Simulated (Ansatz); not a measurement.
Two G0W0 runs on Zn3SbN3 (Cm).

Symmetry: Cm, No. 8, monoclinic system. Conventional cell: a = 6.788 Å, b = 6.566 Å, c = 5.577 Å, α = 90.00°, β = 125.21°, γ = 90.00°. Nearest to Zn lie 3 N at 1.95 to 1.96 Å. Zn has 3 N at 1.97 to 2.00 Å nearest. Nearest to Sb lie 3 N at 2.04 to 2.06 Å. Nearest to N lie 3 Zn at 1.96 to 2.00 Å and 1 Sb at 2.06 Å. N has 3 Zn at 1.95 to 1.97 Å and 1 Sb at 2.04 Å nearest. Farther neighbours and most contacts between anions are not listed.

```xyz
7
Lattice="3.3939 -3.2832 0.0000 3.3939 3.2832 0.0000 -3.2156 0.0000 4.5561" Properties=species:S:1:pos:R:3 pbc="T T T"
Zn    3.9825    0.0000    0.5380
Zn    1.9629   -1.4484    2.3684
Zn    1.9629    1.4484    2.3684
Sb    0.4030    0.0000    0.0110
N     3.6280    1.7435    1.3663
N     3.6280   -1.7435    1.3663
N     2.1311    0.0000    3.7004
```

The cell and positions are those that the Materials Project relaxed with its own functionals (PBE, PBE+U or r2SCAN), kept fixed. Spin-orbit coupling is left out unless a run names it.

The first (Ansatz 0.2.0; start PBE, 4×4×4 mesh, 423 empty bands, screening to 150 eV, PAW set soft_1 files; 1 × NVIDIA H100 80GB HBM3 (shared by 6 runs) with 2 threads of AMD EPYC 7R13 (Zen 3), shared host) gave, on its mesh: starting gap 1.43 eV, G0W0 gap 2.14 eV, RPA ε∞ (mean) 7.83, 53 s.

The second changes start from PBE to PBE with 10 % exact exchange. What does it give?

It gave: starting gap 2.07 eV, G0W0 gap 2.42 eV, RPA ε∞ (mean) 6.38, 2 min. The G0W0 gap moves by +0.28 eV, +0.64 eV from the start and −0.36 eV from the correction. Σc changes by −0.28 eV at the valence top and −0.06 eV at the conduction bottom, and Σx − Vxc between them by −0.59 eV.

Limits: not at the basis limit; d shell near the gap, gap tends to lie low; no spin-orbit coupling.

[Paths, hosts, dates, memory and timing lines, banners, echoed tables and standing remarks are left out of the program output.]

[Logs are printed without paths, hosts, clocks, repeated set-up lines and the standing remarks that a program may print on its own settings, such as how far it seeks lower states.]

[Runs of the session that timed out or met a known fault of the program may be left out.]

[Cells called generated may have been cut or substituted from an entry of the Crystallography Open Database or the Materials Project.]

[Hosts, paths, dates, database ids (printed as entryN), source tags and the programs' standing remarks are cut or masked in the printed files.]
